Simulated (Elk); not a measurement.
**Fe: is a spiral lower than the collinear state?**

Wanted: E(q) for Fe and its minimum.

Main program and level: Elk 11.2.3 (patched build); LDA (Perdew-Wang); all-electron APW+lo, Dirac cores, scalar-relativistic bands.

The database entry behind the starting cell differs from later determinations by our own check (an axis about 0.7 % long against later determinations), so it need not match the best structure at ambient conditions.

**1. Set-up**

The structure is cubic, space group Im-3m (No. 229). Conventional cell: a = 2.886 Å, b = 2.886 Å, c = 2.886 Å, α = 90.00°, β = 90.00°, γ = 90.00°. Nearest to Fe lie 8 Fe at 2.50 Å.

Structure file:

```cif
data_structure
_symmetry_space_group_name_H-M 'P 1'
_symmetry_Int_Tables_number 1
_cell_length_a 2.4993
_cell_length_b 2.4993
_cell_length_c 2.4993
_cell_angle_alpha 109.471
_cell_angle_beta 109.471
_cell_angle_gamma 109.471
_cell_volume 12.02
loop_
_atom_site_label
_atom_site_type_symbol
_atom_site_fract_x
_atom_site_fract_y
_atom_site_fract_z
_atom_site_occupancy
Fe1 Fe 0.00000 0.00000 0.00000 1
```

**2. Run at q = 0**

The energies of all spirals count from this run, made with the same spinor basis and mesh so that errors cancel.

The moments start as ferro +, in the xy plane (a flat spiral, cone angle 90°).

Moments are seeded by fields in the spheres (the last three columns under atoms), set against the wanted direction and reduced each loop.

File elk.in:

```
tasks
  0

xctype
  3

rgkmax
  7.0

nempty
  12

swidth
  0.002

reducebf
  0.5

epsengy
  1e-06

maxscl
  100

lmaxi
  2

spinsprl
  .true.

spinpol
  .true.

vqlss
  0.000000 0.000000 0.000000

sppath
  './'

avec
  -2.72687479783 2.72687479783 2.72687479783
  2.72687479783 -2.72687479783 2.72687479783
  2.72687479783 2.72687479783 -2.72687479783

atoms
  1
  'Fe.in'
  1
  0.0000000000 0.0000000000 0.0000000000   -0.210000 0.000000 0.000000

ngridk
  12 12 12
```

On the command line:

```console
$ OMP_NUM_THREADS=2 elk
```

Numbers of over 12 decimals in the logs are rounded to 6 here.

Log:

```text
┌─────────────────────────┐
│ Elk code version 11.2.3 │
└─────────────────────────┘

All units are atomic (Hartree, Bohr, etc.)

┌─────────────────────────────────────────────────┐
│ Ground-state run starting from atomic densities │
└─────────────────────────────────────────────────┘

Lattice vectors :
  -2.726874798       2.726874798       2.726874798
   2.726874798      -2.726874798       2.726874798
   2.726874798       2.726874798      -2.726874798

Reciprocal lattice vectors :
  0.2965383148E-16   1.152085404       1.152085404
   1.152085404      0.2965383148E-16   1.152085404
   1.152085404       1.152085404      0.2965383148E-16

Unit cell volume      :    81.10648601
Brillouin zone volume :    3.058327708

Muffin-tin inner radius fraction :   0.1000000000E-01

Nuclei treated as point charges

Species : 1 (Fe)
 parameters loaded from : Fe.in
 name : iron
 nuclear charge    :   -26.00000000
 electronic charge :    26.00000000
 atomic mass :    101799.2075
 muffin-tin radius :    2.336542848
 number of radial points in muffin-tin :    497
 inner part over the whole radius :   0.9819233484E-02
 number on inner part of muffin-tin    :    350
 approximate nuclear radius :   0.7160107270E-04
 number of mesh points to nuclear radius :    167
 atomic positions (lattice), magnetic fields (Cartesian) :
  1 :   0.00000000  0.00000000  0.00000000   -0.21000000  0.00000000  0.00000000

Total number of atoms per unit cell :    1
Total muffin-tin volume :    53.43303687
 ratio of muffin-tin to unit cell volume :   0.6588010343

Spin treatment :
 spin-polarised
 global magnetic field (Cartesian) :    0.000000000       0.000000000       0.000000000
 non-collinear magnetisation
 spin-spiral state assumed
  q-vector (lattice)   :    0.000000000       0.000000000       0.000000000
  q-vector (Cartesian) :    0.000000000       0.000000000       0.000000000
  q-vector length      :    0.000000000

Number of Bravais lattice symmetries :   48
Number of crystal symmetries         :   48
Crystal has inversion symmetry
Real symmetric eigensolver will be used

k-point grid :     12    12    12
k-point offset :    0.000000000       0.000000000       0.000000000
k-point set is reduced with full crystal symmetry group
Total number of k-points :       72

Muffin-tin radius times maximum |G+k| :    7.000000000
 using average radius
Maximum |G+k| for APW functions       :    2.995879150
Maximum (1/2)|G+k|²                   :    4.487645939
Maximum |G| for potential and density :    12.00000000
Constant for pseudocharge density :    7
 order of it for each species :   14
 order of it for pair densities of each species (exact exchange by exxq0 0: 14) :   10
Radial integration step length :    1

G-vector grid sizes :     20    20    20
Number of G-vectors :     2347

Maximum angular momentum used for
 APW functions            :    8
 outer part of muffin-tin :    6
 inner part of muffin-tin :    2

Total nuclear charge    :   -26.00000000
Total core charge       :    10.00000000
Total valence charge    :    16.00000000
Total excess charge     :    0.000000000
Total electronic charge :    26.00000000

Effective Wigner radius, rₛ :   0.9064236105

Number of empty states         :     12
Total number of valence states :     42
Total number of core states    :     10

Third-order local-orbitals added for an l without core states : T
Total number of local-orbitals :     23

Exchange-correlation functional :      3     0     0
 Perdew-Wang/Ceperley-Alder, Phys. Rev. B 45, 13244 (1992)
 gradient requirement :    0
 local density approximation (LDA)

Smearing type :    3
 Fermi-Dirac
Smearing width :   0.2000000000E-02
Effective electronic temperature (K) :    631.5500496

Mixing type :    3
 Broyden mixing, J. Phys. A: Math. Gen. 17, L317 (1984)

Kohn-Sham potential initialised from atomic data

┌──────────────────────────────┐
│ Self-consistent loop started │
└──────────────────────────────┘

┌─────────────────┐
│ Loop number : 1 │
└─────────────────┘

Energies :
 Fermi                       :     0.187865
 sum of occupied eigenvalues :     -737.48716014950
 electron kinetic            :      1285.1717063209
 core electron kinetic       :      1146.0664124668
 Coulomb                     :     -2502.3276962196
 Coulomb potential           :     -1952.1516876231
 nuclear-nuclear             :     -225.54407463171
 electron-nuclear            :     -2610.4055916369
 Hartree                     :      333.62197004901
 Madelung                    :     -1526.2518524081
 xc potential                :     -70.382801065695
 xc effective B-field        :    -0.112391
 external B-field            :      0.000000
 exchange                    :     -51.302348633711
 correlation                 :     -2.217870
 electron entropic           :    -0.37417940979947E-03
 total energy                :     -1270.6765825080
 (external B-field energy excluded from total)

Density of states at Fermi energy :    28.74634818
 (states/Hartree/unit cell)

Estimated indirect band gap :   0.7631110745E-03
 from k-point 36 to k-point 12
Estimated direct band gap   :   0.2602296469E-02
 at k-point 2

Charges :
 core                        :    10.00000000
 valence                     :    16.00000000
 interstitial                :    1.082260069
 muffin-tins (core leakage)
  species : 1 (Fe)
   atom 1                    :    24.91773993     ( -0.3589114961E-05)
 total in muffin-tins        :    24.91773993
 total calculated charge     :    26.00012998
 total charge                :    26.00000000
 error                       :   0.1299821336E-03

Moments :
 interstitial                :  -0.2900653583E-01  0.8725322815E-11  0.1340177528E-09
 muffin-tins
  species : 1 (Fe)
   atom 1                    :    2.412784305      0.1021273942E-09  0.9927239583E-10
 total in muffin-tins        :    2.412784305      0.1021273942E-09  0.9927239583E-10
 total moment                :    2.383777769      0.1108527171E-09  0.2332901486E-09

┌─────────────────┐
│ Loop number : 2 │
└─────────────────┘

Energies :
 Fermi                       :     0.188273
 sum of occupied eigenvalues :     -737.48918628810
 electron kinetic            :      1285.0720631127
 core electron kinetic       :      1145.9924955619
 Coulomb                     :     -2502.3886464259
 Coulomb potential           :     -1952.1228068769
 nuclear-nuclear             :     -225.54407463171
 electron-nuclear            :     -2610.5570995559
 Hartree                     :      333.71252776172
 Madelung                    :     -1526.3272429875
 xc potential                :     -70.316134132032
 xc effective B-field        :    -0.112555
 external B-field            :      0.000000
 exchange                    :     -51.308000377161
 correlation                 :     -2.218025
 electron entropic           :    -0.37169909394236E-03
 total energy                :     -1270.8429801362
 (external B-field energy excluded from total)

Density of states at Fermi energy :    28.48159507
 (states/Hartree/unit cell)

Estimated indirect band gap :   0.8537116620E-03
 from k-point 36 to k-point 6
Estimated direct band gap   :   0.2600975290E-02
 at k-point 2

Charges :
 core                        :    10.00000000
 valence                     :    16.00000000
 interstitial                :    1.079989774
 muffin-tins (core leakage)
  species : 1 (Fe)
   atom 1                    :    24.92001023     ( -0.3589114764E-05)
 total in muffin-tins        :    24.92001023
 total calculated charge     :    26.00012994
 total charge                :    26.00000000
 error                       :   0.1299439196E-03

Moments :
 interstitial                :  -0.2869823487E-01  0.6943839875E-07  0.9114162074E-08
 muffin-tins
  species : 1 (Fe)
   atom 1                    :    2.414741939      0.4352946767E-06  0.1426666144E-07
 total in muffin-tins        :    2.414741939      0.4352946767E-06  0.1426666144E-07
 total moment                :    2.386043704      0.5047330755E-06  0.2338082351E-07

RMS change in Kohn-Sham potential (target) :   0.3327089383     (  0.1000000000E-05)
Absolute change in total energy (target)   :   0.1663976283     (  0.1000000000E-05)

[... loops 3 to 19 left out ...]

┌──────────────────┐
│ Loop number : 20 │
└──────────────────┘

Energies :
 Fermi                       :     0.280866
 sum of occupied eigenvalues :     -735.58455034897
 electron kinetic            :      1287.0422702676
 core electron kinetic       :      1146.2848372893
 Coulomb                     :     -2503.9588586484
 Coulomb potential           :     -1951.6022884062
 nuclear-nuclear             :     -225.54407463171
 electron-nuclear            :     -2614.2320576465
 Hartree                     :      335.81727362979
 Madelung                    :     -1528.1577144453
 xc potential                :     -70.920921703988
 xc effective B-field        :    -0.103611
 external B-field            :      0.000000
 exchange                    :     -51.433822569076
 correlation                 :     -2.222525
 electron entropic           :    -0.36116321198316E-03
 total energy                :     -1270.5732974123
 (external B-field energy excluded from total)

Density of states at Fermi energy :    28.72600476
 (states/Hartree/unit cell)

Estimated indirect band gap :   0.3602157837E-03
 from k-point 55 to k-point 52
Estimated direct band gap   :   0.4702683988E-02
 at k-point 61

Charges :
 core                        :    10.00000000
 valence                     :    16.00000000
 interstitial                :    1.030782794
 muffin-tins (core leakage)
  species : 1 (Fe)
   atom 1                    :    24.96921721     ( -0.3589114765E-05)
 total in muffin-tins        :    24.96921721
 total calculated charge     :    26.00012509
 total charge                :    26.00000000
 error                       :   0.1250926002E-03

Moments :
 interstitial                :  -0.2923602150E-01  0.3587615005E-05  0.8822865916E-06
 muffin-tins
  species : 1 (Fe)
   atom 1                    :    2.308589047      0.9122456432E-03  0.6877184906E-05
 total in muffin-tins        :    2.308589047      0.9122456432E-03  0.6877184906E-05
 total moment                :    2.279353026      0.9158332583E-03  0.7759471498E-05

RMS change in Kohn-Sham potential (target) :   0.3483830872E-06 (  0.1000000000E-05)
Absolute change in total energy (target)   :   0.4207049642E-07 (  0.1000000000E-05)

Convergence targets achieved

┌──────────────────┐
│ Loop number : 21 │
└──────────────────┘

Energies :
 Fermi                       :     0.280866
 sum of occupied eigenvalues :     -735.58455059877
 electron kinetic            :      1287.0422703447
 core electron kinetic       :      1146.2848371400
 Coulomb                     :     -2503.9588589142
 Coulomb potential           :     -1951.6022884409
 nuclear-nuclear             :     -225.54407463171
 electron-nuclear            :     -2614.2320581218
 Hartree                     :      335.81727383933
 Madelung                    :     -1528.1577146938
 xc potential                :     -70.920922015285
 xc effective B-field        :    -0.103610
 external B-field            :      0.000000
 exchange                    :     -51.433822568164
 correlation                 :     -2.222525
 electron entropic           :    -0.36116379039218E-03
 total energy                :     -1270.5732976030
 (external B-field energy excluded from total)

Density of states at Fermi energy :    28.72606378
 (states/Hartree/unit cell)

Estimated indirect band gap :   0.3602225867E-03
 from k-point 55 to k-point 52
Estimated direct band gap   :   0.4702647663E-02
 at k-point 61

Charges :
 core                        :    10.00000000
 valence                     :    16.00000000
 interstitial                :    1.030782795
 muffin-tins (core leakage)
  species : 1 (Fe)
   atom 1                    :    24.96921721     ( -0.3589115238E-05)
 total in muffin-tins        :    24.96921721
 total calculated charge     :    26.00012509
 total charge                :    26.00000000
 error                       :   0.1250925857E-03

Moments :
 interstitial                :  -0.2923608812E-01  0.3163948699E-05  0.8805172008E-06
 muffin-tins
  species : 1 (Fe)
   atom 1                    :    2.308588624      0.9457007347E-03  0.7007634287E-05
 total in muffin-tins        :    2.308588624      0.9457007347E-03  0.7007634287E-05
 total moment                :    2.279352536      0.9488646834E-03  0.7888151488E-05

┌──────────────────────────────┐
│ Self-consistent loop stopped │
└──────────────────────────────┘

Wrote STATE.OUT
```

Elapsed: 33 s, on 2 threads of Intel Xeon Platinum 8375C at 2.90GHz (Ice Lake), shared host; peak memory 0.07 GiB.

Numbers from this step:

```
density of states at the Fermi level : 1.056 states/eV/cell
moment between the spheres           : -0.02924, 0, 0 μB
magnetization                        : 2.279, 9.49e-4, 0 μB
final state                          : ferromagnetic
largest moment                       : 2.309 μB
```

After 21 cycles the largest moment stands at 2.31 μB.

**3. One pass at q = (0.1667, -0.1667, 0.1667)**

One diagonalisation in the potential of q = 0; by the force theorem the spiral's energy is the band energy with the smearing's entropy term, less that of a like pass at q = 0. The total energy that such a pass prints is not self-consistent and is not used.

Edit elk.in of step 2 so:

```diff
@@ -1,3 +1,3 @@
 tasks
-  0
+  1
 
@@ -22,3 +22,3 @@
 maxscl
-  100
+  1
 
@@ -34,3 +34,3 @@
 vqlss
-  0.000000 0.000000 0.000000
+  0.166667 -0.166667 0.166667
 
@@ -48,3 +48,3 @@
   1
-  0.0000000000 0.0000000000 0.0000000000   -0.210000 0.000000 0.000000
+  0.0000000000 0.0000000000 0.0000000000   -0.000210 0.000000 0.000000
```

On the command line:

```console
$ OMP_NUM_THREADS=2 elk
```

Log:

```text
┌─────────────────────────┐
│ Elk code version 11.2.3 │
└─────────────────────────┘

All units are atomic (Hartree, Bohr, etc.)

┌──────────────────────────────────────────┐
│ Ground-state run resuming from STATE.OUT │
└──────────────────────────────────────────┘

Lattice vectors :
  -2.726874798       2.726874798       2.726874798
   2.726874798      -2.726874798       2.726874798
   2.726874798       2.726874798      -2.726874798

Species : 1 (Fe)
 muffin-tin radius :    2.336542848
 atomic positions (lattice), magnetic fields (Cartesian) :
  1 :   0.00000000  0.00000000  0.00000000    0.00000000  0.00000000  0.00000000

Total number of atoms per unit cell :    1
Total muffin-tin volume :    53.43303687
 ratio of muffin-tin to unit cell volume :   0.6588010343

Spin treatment :
 spin-polarised
 global magnetic field (Cartesian) :    0.000000000       0.000000000       0.000000000
 non-collinear magnetisation
 spin-spiral state assumed
  q-vector (lattice)   :   0.1666670000     -0.1666670000      0.1666670000
  q-vector (Cartesian) :   0.6371619394E-17  0.3840292361      0.1131393452E-16
  q-vector length      :   0.3840292361

Number of Bravais lattice symmetries :    8
Number of crystal symmetries         :    8
Crystal has no inversion symmetry
Complex Hermitian eigensolver will be used

k-point grid :     12    12    12
k-point offset :    0.000000000       0.000000000       0.000000000
k-point set is reduced with full crystal symmetry group
Total number of k-points :      294

Muffin-tin radius times maximum |G+k| :    7.000000000
 using average radius
Maximum |G+k| for APW functions       :    2.995879150
Maximum (1/2)|G+k|²                   :    4.487645939
Maximum |G| for potential and density :    12.00000000
Constant for pseudocharge density :    7
 order of it for each species :   14
 order of it for pair densities of each species (exact exchange by exxq0 0: 14) :   10
Radial integration step length :    1

G-vector grid sizes :     20    20    20
Number of G-vectors :     2347

Maximum angular momentum used for
 APW functions            :    8
 outer part of muffin-tin :    6

Number of empty states         :     12
Total number of valence states :     42
Total number of core states    :     10

Third-order local-orbitals added for an l without core states : T
Total number of local-orbitals :     23

Exchange-correlation functional :      3     0     0
 Perdew-Wang/Ceperley-Alder, Phys. Rev. B 45, 13244 (1992)
 gradient requirement :    0
 local density approximation (LDA)

Smearing type :    3
 Fermi-Dirac
Smearing width :   0.2000000000E-02
Effective electronic temperature (K) :    631.5500496

Mixing type :    3
 Broyden mixing, J. Phys. A: Math. Gen. 17, L317 (1984)

Potential read in from STATE.OUT

┌──────────────────────────────┐
│ Self-consistent loop started │
└──────────────────────────────┘

┌─────────────────┐
│ Loop number : 1 │
└─────────────────┘

Reached self-consistent loops maximum

Energies :
 Fermi                       :     0.286083
 sum of occupied eigenvalues :     -735.58210980014
 electron kinetic            :      1287.0004250633
 core electron kinetic       :      1146.2852610348
 Coulomb                     :     -2503.9210163537
 Coulomb potential           :     -1951.6465026080
 nuclear-nuclear             :     -225.54407463171
 electron-nuclear            :     -2614.1054373970
 Hartree                     :      335.72849567500
 Madelung                    :     -1528.0977650497
 xc potential                :     -70.833747958754
 xc effective B-field        :    -0.101313
 external B-field            :      0.000000
 exchange                    :     -51.427358582041
 correlation                 :     -2.222432
 electron entropic           :    -0.32521289253495E-03
 total energy                :     -1270.5707072578
 (external B-field energy excluded from total)

Density of states at Fermi energy :    23.83831075
 (states/Hartree/unit cell)

Estimated indirect band gap :   0.3982238813E-03
 from k-point 204 to k-point 207
Estimated direct band gap   :   0.3401308955E-02
 at k-point 213

Charges :
 core                        :    10.00000000
 valence                     :    16.00000000
 interstitial                :    1.032195312
 muffin-tins (core leakage)
  species : 1 (Fe)
   atom 1                    :    24.96780469     ( -0.3589114929E-05)
 total in muffin-tins        :    24.96780469
 total calculated charge     :    25.99978293
 total charge                :    26.00000000
 error                       :   0.2170676079E-03

Moments :
 interstitial                :  -0.2386964397E-01  0.9177742762E-06 -0.2359790024E-05
 muffin-tins
  species : 1 (Fe)
   atom 1                    :    2.302436432      0.9465080837E-03  0.1731036726E-04
 total in muffin-tins        :    2.302436432      0.9465080837E-03  0.1731036726E-04
 total moment                :    2.278566788      0.9474258580E-03  0.1495057723E-04

┌──────────────────────────────┐
│ Self-consistent loop stopped │
└──────────────────────────────┘
```

It took 5.2 s on 2 threads; peak memory 0.08 GiB.

Read from the output:

- magnetization: 2.279, 9.47e-4, 0 μB
- final state: spiral
- largest moment: 2.302 μB

Moments of a spiral are printed for the first cell, in the frame that turns with it; over the crystal the turning parts cancel.

By that sum this spiral lies +67.4 meV a seeded atom from q = 0.

(Part 1 of 2 ends here.)

[Logs and program files are shortened in this print: banners, set-up blocks, solver, clock and traceback lines can be left out without a mark of their own.]

[Logs are printed without paths, hosts, clocks, repeated set-up lines and the standing remarks that a program may print on its own settings, such as how far it seeks lower states.]

[Hosts, paths, dates, database ids (printed as entryN), source tags and the programs' standing remarks are cut or masked in the printed files.]

[Where a cell is said to come from a database of computed structures, the database is the Materials Project.]
